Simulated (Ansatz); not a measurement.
# KTaSe3 (built on the sites of a database entry of KTaO3): phonons and vibrational spectra, part 2 of 2

Wanted: phonon frequencies of KTaSe3 (built on the sites of a database entry of KTaO3) and what follows from them.

Ansatz 0.2.0; DFT LDA, scalar-relativistic, plane waves, PAW.

So far. Step 4 (Relaxing to small forces for the phonons): The forces vanish by symmetry and the pressure is 0.000 GPa, within the tolerances set. The cell now holds 24.97 Å³/atom. Step 5 (Zone-centre response): Before it was imposed, the acoustic sum rule was missed by 2.1e-5 eV/Å². Small misses are needed for a sound result but don't prove that mesh and cutoff are converged. The lowest optical mode is real, 52.0 cm⁻¹. The relaxed cell has a = 4.998 Å (conventional setting).

The structure was built from a prototype and need not be the compound's stable phase.

## (6) The dispersion

Stability and thermal properties need the whole zone. Linear response on a 2×2×2 q mesh gives force constants as far as a supercell of that size would.

input.yaml reads:

```yaml
crystal:
  lattice:
    - [4.9981413134, 0.0, 0.0]
    - [0.0, 4.9981413134, 0.0]
    - [0.0, 0.0, 4.9981413134]
  atoms:
    - { symbol: K, position: [0.5, 0.5, 0.5] }
    - { symbol: Ta, position: [0.0, 0.0, 0.0] }
    - { symbol: Se, position: [0.5, 0.0, 0.0] }
    - { symbol: Se, position: [0.0, 0.5, 0.0] }
    - { symbol: Se, position: [0.0, 0.0, 0.5] }
kpoints:
  mp_grid: { grid: [6, 6, 6] }
hamiltonian:
  xc: lda
scf:
  occupations: { method: methfessel_paxton, width: 0.15 }
output:
  eigenvalues: true
phonons:
  method: dfpt
  qmesh: [2, 2, 2]
  temperatures: { t_max: 1000, t_step: 50 }
  qpath:
    path:
      - [[0.0, 0.0, 0.0], [0.0, 0.5, 0.0], [0.5, 0.5, 0.0], [0.0, 0.0, 0.0], [0.5, 0.5, 0.5], [0.0, 0.5, 0.0]]
      - [[0.5, 0.5, 0.5], [0.5, 0.5, 0.0]]
    npoints: 10
```

Run with:

```
> ansatz run input.yaml --threads 8 --pin off --max-ram 14336MiB --backend cpu --events-out ev --progress --plain --runs-dir out
```

Numbers of over 12 decimals in the logs are rounded to 6 here.

Output:

```text
[...]
Crystal: 5 atoms, lattice volume = 124.861 Å³
Basis set: ecut = 420 eV, 2469 PW (Γ), exchange–correlation on 72×72×72 points (8 copies of the dense FFT grid, shifted against one another)
Bands: 42, of which v1, the nominal top of the filled ones, is band 35 counted from 1 (34 counted from 0)
Symmetry: 48 space group operations
k-points: 20 of 216
[...]
SCF iter   1: F=—  HF=-27332.562336 eV  |F-HF|=—  |Δ(HF+E_count)|=         —  Δρ=5.05e-3  dr2=2.08e-2  ethr=1.77e-3  ⟨swp⟩=6.9  Hψ=3155  notcnv=0
[...]
SCF iter  10: F=-27332.558942 eV  HF=-27332.558942 eV  |F-HF|=3.64e-12  |Δ(HF+E_count)|=  3.64e-12  S|Δr|=    0.00e0  Δρ=3.82e-8  dr2=2.36e-12  ethr=1.00e-12  ⟨swp⟩=8.6  Hψ=4195  notcnv=0
SCF 1 converged in 10 iterations: F = -27332.558942 eV  dr2 = 2.36e-12
[...]
SCF iter   4: F=-27332.558942 eV  HF=-27332.558942 eV  |F-HF|=7.28e-12  |Δ(HF+E_count)|=  7.28e-12  S|Δr|=    0.00e0  Δρ=1.19e-7  dr2=7.90e-12  ethr=1.00e-12  ⟨swp⟩=4.2  Hψ=2185  notcnv=0
SCF 2 converged in 4 iterations: F = -27332.558942 eV  dr2 = 7.90e-12
phonons: the bands overlap, so this run is a metal and interpolates without the dipole-dipole term. If the crystal is really an insulator or semiconductor, its LO-TO splitting is missing
NSCF: frozen V_eff on 20 k-points
[...]
DFPT response loops at q = (0, 0, 0) (fractional): preconditioner auto → Kerker (q_TF=auto, 2.477 Å⁻¹) (partly filled bands, converged f_vac=0.043); β = 1.00, the filter's whole step (`scf.mixing.beta` (0.50) is not read by the response loops under this deck's `scf.mixing.preconditioner`; to damp them name `kerker` or `kerker_dos`, under which they read `scf.mixing.beta`, and type it under 1.00, their step now; both keys bind the ground state too); Broyden in place of MSR1
[...]
SCF converged after 10 iterations
[...]
Free energy (F): -27332.558942 eV
[...]
Internal energy: -27332.566350 eV  (E = F + TS)
E sigma→0 (E₀):  -27332.560794 eV
Entropy (-TS):   0.007408 eV (1.482 meV/atom)
Fermi energy:    8.671122 eV
[...]
--- Band table (eV; the first three rows and the last of 20) ---
  k-point 0: bands = [... 31 lower, 7.2655, 7.6500, 7.6500, 7.6500, 8.0642, 8.0642, 8.0642, 10.0378, ... 3 higher]
  k-point 1: bands = [... 31 lower, 7.0792, 7.0850, 7.6658, 7.7619, 7.7619, 8.8866, 8.8866, 10.0599, ... 3 higher]
  k-point 2: bands = [... 31 lower, 6.1152, 6.7750, 7.6982, 7.7387, 7.7387, 10.0052, 10.0052, 10.0891, ... 3 higher]
  k-point 19: bands = [... 31 lower, 3.9303, 8.7858, 8.7858, 8.7858, 10.7367, 10.7367, 10.7367, 11.8400, ... 3 higher]
--- Phonons (Γ-DFPT): 4 representative perturbations + reference (Σ response iterations 12) ---
  ASR residual: 2.393e-5 → 0.000e0 eV/Å²; symmetrization residual: 1.052e-5 eV/Å²
  ASR residual per site (eV/Å²): 1.79e-5 2.39e-5 8.77e-6 8.77e-6 8.77e-6
[...]
--- Phonons (arbitrary-q DFPT): 4 irreducible q on the 2×2×2 mesh ---
  q = [0.0000, 0.0000, 0.0000] (star 1, of the zone-centre solve; hermiticity 1.66e-6, symmetrization 4.13e-12): -0.00 0.00 0.00 51.97 51.97 51.97 70.83 70.83 70.83 81.21 81.21 81.21 232.20 232.20 232.20
  q = [0.0000, 0.0000, -0.5000] (star 3, 9 solved perturbations in 504 linear systems a pass and spin channel, the states on 64 of 216 k-point pairs; hermiticity 7.67e-7, symmetrization 2.50e-12): 14.40 14.40 66.57 66.57 66.65 66.65 82.05 83.65 93.69 95.18 95.18 152.79 230.49 230.49 270.04
[...]
sum rule: each row above includes the acoustic sum rule's correction from the zone centre's row sums; it moved no ω² by more than (0.35 cm⁻¹)²
  mesh force constants: q→R imaginary residual 2.11e-18; ASR residual 2.393e-5 → 0.000e0 eV/Å²; symmetrization residual 5.329e-15 eV/Å²
  interpolated dispersion: 62 rows × 15 modes
  density of states and harmonic sums: on the 14×14×14 q-mesh, interpolated from the force constants of a 2×2×2 supercell (no non-analytic term)
  largest difference from the sums on the solved wave vectors: F 2.57e-1 eV, S 3.49e-4 and C_V 9.18e-5 eV/K
  zero-point energy: 0.101929 eV/cell   skipped modes (ω ≤ 0): 73, of them read as no rigid motion or as one in doubt: 70 (4.362e-1 modes/cell left out, lowest -50.87 cm⁻¹)   left out of the sums: 2.92e-2 of the cell's modes: C_V's classical limit lies that fraction below 3 k_B per atom; for a crystal, a wire or a layer, F and S can be off by more, and a phonons.interpolated_qmesh denser along its periods is the remedy for the sampling
```

Wall time 39 s (8 threads of AMD EPYC 9R45 (Zen 5), shared host); peak memory 1.4 GiB.

Numbers from this step:

```yaml
sum_rule_residual_before_enforcement: 2.39e-5 eV/Å²
lowest_frequency_on_the_path: -50.87 cm⁻¹
highest_frequency_on_the_path_or_at_a_solved_wavevector: 303.5 cm⁻¹
lowest_mode_on_the_q_mesh_acoustic_modes_at_gamma_apart: -50.87 cm⁻¹
```

Frequencies (cm⁻¹) solved at each irreducible wavevector; negative means imaginary. Frequencies by wavevector, by row:

| q in reciprocal lattice units | star | mode 1 | mode 2 | mode 3 | mode 4 | mode 13 | mode 14 | mode 15 |
| --- | --- | --- | --- | --- | --- | --- | --- | --- |
| 0 0 0 | 1 | 0 | 0 | 0 | 52 | 232.2 | 232.2 | 232.2 |
| 0 0 -0.5 | 3 | 14.4 | 14.4 | 66.6 | 66.6 | 230.5 | 230.5 | 270 |
| 0 -0.5 -0.5 | 3 | -49.1 | -20.1 | 66.1 | 66.1 | 158.3 | 229.1 | 287.6 |
| -0.5 -0.5 -0.5 | 1 | -50.9 | -50.9 | -50.9 | 70.9 | 156 | 156 | 303.5 |

Interpolated from a 2×2×2 q mesh. Phonon branches along the path, in cm⁻¹:

| point | branch 1 | branch 2 | branch 3 | branch 4 | branch 12 | branch 13 | branch 14 | branch 15 |
| --- | --- | --- | --- | --- | --- | --- | --- | --- |
| Γ | 0 | 0 | 0 | 52 | 81 | 232 | 232 | 232 |
| halfway | 18 | 18 | 56 | 56 | 115 | 231 | 231 | 250 |
| X | 14 | 14 | 67 | 67 | 153 | 230 | 230 | 270 |
| halfway | -6 | 28 | 60 | 68 | 154 | 197 | 230 | 281 |
| M | -49 | -20 | 66 | 66 | 155 | 158 | 229 | 288 |
| halfway | 16 | 32 | 62 | 62 | 119 | 213 | 231 | 268 |
| Γ | 0 | 0 | 0 | 52 | 81 | 232 | 232 | 232 |
| halfway | 32 | 32 | 46 | 70 | 120 | 204 | 204 | 284 |
| R | -51 | -51 | -51 | 71 | 156 | 156 | 156 | 304 |
| halfway | 25 | 32 | 38 | 66 | 155 | 179 | 194 | 294 |
| X | 14 | 14 | 67 | 67 | 153 | 230 | 230 | 270 |
| jump to R | -51 | -51 | -51 | 71 | 156 | 156 | 156 | 304 |
| halfway | -50 | 30 | 30 | 70 | 155 | 155 | 177 | 300 |
| M | -49 | -20 | 66 | 66 | 155 | 158 | 229 | 288 |

Tetrahedra on a 14×14×14 mesh, mean over bins of 5 cm-1. Interpolated from a 2×2×2 q mesh. The phonon density of states by wavenumber; read off at these points:

| wavenumber (cm⁻¹) | phonon density of states (1/cm⁻¹/cell) |
| --- | --- |
| -52 | 2.3e-4 |
| -42 | 0.0132 |
| -28 | 0.0075 |
| -18 | 0.00664 |
| -2 | 0.00844 |
| 8 | 0.0114 |
| 22 | 0.0408 |
| 32 | 0.0636 |
| 48 | 0.0312 |
| 58 | 0.0901 |
| 68 | 0.133 |
| 72 | 0.307 |
| 82 | 0.110 |
| 92 | 0.0915 |
| 108 | 0.0858 |
| 118 | 0.0840 |
| 132 | 0.0284 |
| 142 | 0.0302 |
| 152 | 0.0750 |
| 158 | 0.0238 |
| 168 | 0.0132 |
| 182 | 0.0147 |
| 192 | 0.0173 |
| 202 | 0.0208 |
| 218 | 0.0331 |
| 228 | 0.0830 |
| 242 | 0.00295 |
| 252 | 0.00537 |
| 268 | 0.0135 |
| 278 | 0.0235 |
| 288 | 0.0300 |
| 292 | 0.0225 |
| 302 | 0.0121 |

The partial phonon density of states has structure finer than the step of the table below, so its rows give means over 10 cm⁻¹, whole bins alone (the curve runs from -58.6 to 322 cm⁻¹). Peaks (cm⁻¹: height): K 70.8: 0.187; Se 20.5: 0.0440, 49.3: 0.0423, 75.6: 0.0880, 92.4: 0.0693, 104.4: 0.0727, 121.2: 0.0652, 226.6: 0.0595; Ta 15.7: 0.0152, 34.9: 0.0441, 61.2: 0.0213, 85.2: 0.0232, 118.8: 0.0339, 140.3: 0.0409, 152.3: 0.0635.

Phonopy on the run's constants, 11x11x11 mesh, Gaussian sigma 2.7 cm-1. Interpolated from a 2×2×2 q mesh. Table of partial phonon density of states by wavenumber; means over each step; values in 1/cm⁻¹/cell:

| wavenumber (cm⁻¹) | K | Se | Ta |
| --- | --- | --- | --- |
| -50 | 5.2e-6 | 0.00783 | 0 |
| -40 | 4.9e-5 | 0.0163 | 3.0e-5 |
| -30 | 9.4e-5 | 0.0127 | 8.3e-5 |
| -20 | 3.2e-5 | 0.00269 | 0.00190 |
| -10 | 4.5e-7 | 3.4e-4 | 0.00270 |
| 0 | 2.3e-5 | 2.8e-4 | 0.00104 |
| 10 | 2.2e-4 | 0.00664 | 0.00754 |
| 20 | 0.00149 | 0.0348 | 0.00934 |
| 30 | 0.00404 | 0.0250 | 0.0187 |
| 40 | 0.00425 | 0.0268 | 0.0181 |
| 50 | 0.00569 | 0.0353 | 0.00440 |
| 60 | 0.0455 | 0.0446 | 0.0159 |
| 70 | 0.143 | 0.0625 | 0.0117 |
| 80 | 0.0563 | 0.0700 | 0.0161 |
| 90 | 0.0230 | 0.0609 | 0.0181 |
| 100 | 0.00734 | 0.0596 | 0.0133 |
| 110 | 0.00407 | 0.0591 | 0.0146 |
| 120 | 0.00286 | 0.0628 | 0.0266 |
| 130 | 0.00103 | 0.0355 | 0.00864 |
| 140 | 6.6e-4 | 0.00749 | 0.0296 |
| 150 | 5.4e-4 | 0.00540 | 0.0394 |
| 160 | 1.8e-4 | 0.00649 | 0.0186 |
| 170 | 6.1e-6 | 0.00944 | 0.00338 |
| 180 | 0 | 0.0116 | 0.00278 |
| 190 | 0 | 0.0135 | 0.00216 |
| 200 | 0 | 0.0175 | 0.00237 |
| 210 | 4.8e-6 | 0.0231 | 0.00265 |
| 220 | 1.6e-6 | 0.0352 | 0.00368 |
| 230 | 8.0e-7 | 0.0463 | 0.00465 |
| 240 | 0 | 0.00482 | 4.2e-4 |
| 250 | 0 | 0.00450 | 2.5e-4 |
| 260 | 3.6e-6 | 0.00805 | 3.0e-4 |
| 270 | 1.6e-5 | 0.0163 | 3.7e-4 |
| 280 | 1.8e-5 | 0.0247 | 4.1e-4 |
| 290 | 7.5e-6 | 0.0250 | 3.0e-4 |
| 300 | 0 | 0.0155 | 1.3e-4 |
| 310 | 0 | 0.00118 | 5.2e-6 |

Symmetry leaves 4 wavevectors to solve. The lowest mode among them, the acoustic zeros apart, lies at q = (-0.5, -0.5, -0.5) and is imaginary, 50.9i cm⁻¹, so the energy falls along it.

## (7) Isotope substitution, element K, natural mass 39.0983 amu

An isotope changes the mass and not the force constants, so no new electronic calculation is needed; the shifts show which modes move this element.

The same force constants with the mass of K changed from 39.098 to 40.962 u (phonopy, no LO-TO term). Both lists are sorted by frequency; levels can cross, so a row need not hold one and the same mode. Modes under 3 cm⁻¹ are left out. Isotope shifts, by row, the first 40 of 57 rows:

| q | rank | natural mass (cm⁻¹) | changed mass (cm⁻¹) |
| --- | --- | --- | --- |
| 0 0 0 | 4 | 51.97 | 51.6 |
| 0 0 0 | 5 | 51.97 | 51.6 |
| 0 0 0 | 6 | 51.97 | 51.6 |
| 0 0 0 | 7 | 70.83 | 70.83 |
| 0 0 0 | 8 | 70.83 | 70.83 |
| 0 0 0 | 9 | 70.83 | 70.83 |
| 0 0 0 | 10 | 81.21 | 80.08 |
| 0 0 0 | 11 | 81.21 | 80.08 |
| 0 0 0 | 12 | 81.21 | 80.08 |
| 0 0 0 | 13 | 232.2 | 232.2 |
| 0 0 0 | 14 | 232.2 | 232.2 |
| 0 0 0 | 15 | 232.2 | 232.2 |
| 0 0 -0.5 | 1 | 14.4 | 14.4 |
| 0 0 -0.5 | 2 | 14.4 | 14.4 |
| 0 0 -0.5 | 3 | 66.57 | 65.27 |
| 0 0 -0.5 | 4 | 66.57 | 65.27 |
| 0 0 -0.5 | 5 | 66.65 | 66.57 |
| 0 0 -0.5 | 6 | 66.65 | 66.57 |
| 0 0 -0.5 | 7 | 82.05 | 80.17 |
| 0 0 -0.5 | 8 | 83.65 | 83.65 |
| 0 0 -0.5 | 9 | 93.69 | 93.69 |
| 0 0 -0.5 | 10 | 95.18 | 94.97 |
| 0 0 -0.5 | 11 | 95.18 | 94.97 |
| 0 0 -0.5 | 12 | 152.8 | 152.8 |
| 0 0 -0.5 | 13 | 230.5 | 230.5 |
| 0 0 -0.5 | 14 | 230.5 | 230.5 |
| 0 0 -0.5 | 15 | 270 | 270 |
| 0 -0.5 -0.5 | 1 | -49.1 | -49.1 |
| 0 -0.5 -0.5 | 2 | -20.12 | -20.12 |
| 0 -0.5 -0.5 | 3 | 66.14 | 64.95 |
| 0 -0.5 -0.5 | 4 | 66.14 | 64.95 |
| 0 -0.5 -0.5 | 5 | 71.05 | 69.41 |
| 0 -0.5 -0.5 | 6 | 91.97 | 91.97 |
| 0 -0.5 -0.5 | 7 | 91.97 | 91.97 |
| 0 -0.5 -0.5 | 8 | 94.3 | 93.86 |
| 0 -0.5 -0.5 | 9 | 94.3 | 93.86 |
| 0 -0.5 -0.5 | 10 | 129.3 | 129.3 |
| 0 -0.5 -0.5 | 11 | 154.7 | 154.6 |
| 0 -0.5 -0.5 | 12 | 154.7 | 154.6 |
| 0 -0.5 -0.5 | 13 | 158.3 | 158.3 |

A mode of this element alone would shift by -2.30 %. The highest zone-centre frequency without the field goes from 232.2 to 232.2 cm⁻¹ (+0.0 %). The product of the frequency ratios over all optical modes at Γ is 0.939; the product rule, (m/m′)^(3k/2) (M′/M)^(3/2) with k = 1 such atoms and M the mass of the cell, gives 0.938.

## (8) Another isotope, element Se, natural mass 78.971 amu

The same for Se, from 78.97 to 81.92 u.

The same force constants with the mass of Se changed from 78.971 to 81.917 u (phonopy, no LO-TO term). Both lists are sorted by frequency; levels can cross, so a row need not hold one and the same mode. Modes under 3 cm⁻¹ are left out. Isotope shifts, by row, the first 40 of 57 rows:

| q | rank | natural mass (cm⁻¹) | changed mass (cm⁻¹) |
| --- | --- | --- | --- |
| 0 0 0 | 4 | 51.97 | 51.74 |
| 0 0 0 | 5 | 51.97 | 51.74 |
| 0 0 0 | 6 | 51.97 | 51.74 |
| 0 0 0 | 7 | 70.83 | 69.54 |
| 0 0 0 | 8 | 70.83 | 69.54 |
| 0 0 0 | 9 | 70.83 | 69.54 |
| 0 0 0 | 10 | 81.21 | 80.74 |
| 0 0 0 | 11 | 81.21 | 80.74 |
| 0 0 0 | 12 | 81.21 | 80.74 |
| 0 0 0 | 13 | 232.2 | 228.4 |
| 0 0 0 | 14 | 232.2 | 228.4 |
| 0 0 0 | 15 | 232.2 | 228.4 |
| 0 0 -0.5 | 1 | 14.4 | 14.35 |
| 0 0 -0.5 | 2 | 14.4 | 14.35 |
| 0 0 -0.5 | 3 | 66.57 | 65.48 |
| 0 0 -0.5 | 4 | 66.57 | 65.48 |
| 0 0 -0.5 | 5 | 66.65 | 66.52 |
| 0 0 -0.5 | 6 | 66.65 | 66.52 |
| 0 0 -0.5 | 7 | 82.05 | 82.05 |
| 0 0 -0.5 | 8 | 83.65 | 82.13 |
| 0 0 -0.5 | 9 | 93.69 | 92.15 |
| 0 0 -0.5 | 10 | 95.18 | 93.64 |
| 0 0 -0.5 | 11 | 95.18 | 93.64 |
| 0 0 -0.5 | 12 | 152.8 | 152.5 |
| 0 0 -0.5 | 13 | 230.5 | 226.7 |
| 0 0 -0.5 | 14 | 230.5 | 226.7 |
| 0 0 -0.5 | 15 | 270 | 265.1 |
| 0 -0.5 -0.5 | 1 | -49.1 | -48.21 |
| 0 -0.5 -0.5 | 2 | -20.12 | -20.08 |
| 0 -0.5 -0.5 | 3 | 66.14 | 65.9 |
| 0 -0.5 -0.5 | 4 | 66.14 | 65.9 |
| 0 -0.5 -0.5 | 5 | 71.05 | 71.05 |
| 0 -0.5 -0.5 | 6 | 91.97 | 90.3 |
| 0 -0.5 -0.5 | 7 | 91.97 | 90.3 |
| 0 -0.5 -0.5 | 8 | 94.3 | 92.97 |
| 0 -0.5 -0.5 | 9 | 94.3 | 92.97 |
| 0 -0.5 -0.5 | 10 | 129.3 | 127 |
| 0 -0.5 -0.5 | 11 | 154.7 | 154.6 |
| 0 -0.5 -0.5 | 12 | 154.7 | 154.6 |
| 0 -0.5 -0.5 | 13 | 158.3 | 155.4 |

A mode of this element alone would shift by -1.81 %. The highest zone-centre frequency without the field goes from 232.2 to 228.4 cm⁻¹ (-1.6 %). The product of the frequency ratios over all optical modes at Γ is 0.873; the product rule, (m/m′)^(3k/2) (M′/M)^(3/2) with k = 3 such atoms and M the mass of the cell, gives 0.873.

## (9) Results

```
space group after relaxation (within 0.01 Å)            : Pm-3m
volume per atom                                         : 25.0 Å³
electronic character                                    : no gap on this mesh
highest optical mode at the zone centre (no LO-TO term) : 232 cm⁻¹
lowest optical zone-centre mode                         : 52.0 cm⁻¹
lowest mode on the q mesh (acoustic modes at Γ apart)   : -50.9 cm⁻¹
highest frequency on the path or at a solved wavevector : 304 cm⁻¹
imaginary modes on the 2×2×2 q mesh                     : yes
```

Modes are clearly imaginary (beyond 10i cm⁻¹) at 2 of the 4 irreducible wavevectors, most at q = (-0.5, -0.5, -0.5) (50.9i cm⁻¹), so this structure is not a minimum of the energy. The optical modes at Γ span 52 to 232 cm⁻¹. The highest mode in this list at Γ, 232.2 cm⁻¹, is mostly motion of Se (91 % of the kinetic energy). With no gap, or one that is small against the smearing, the frequencies hang on the k mesh and the smearing, most of all near Kohn anomalies. Spin-orbit coupling is left out, which can matter for the heavy elements here. The starting cell was built on a prototype and not taken from a measurement, so the phase need not exist. These are harmonic frequencies at zero temperature: anharmonic shifts, linewidths and thermal expansion are left out.

[Logs are printed without paths, hosts, clocks, repeated set-up lines and the standing remarks that a program may print on its own settings, such as how far it seeks lower states.]

[Hosts, paths, dates, database ids (printed as entryN), source tags and the programs' standing remarks are cut or masked in the printed files.]
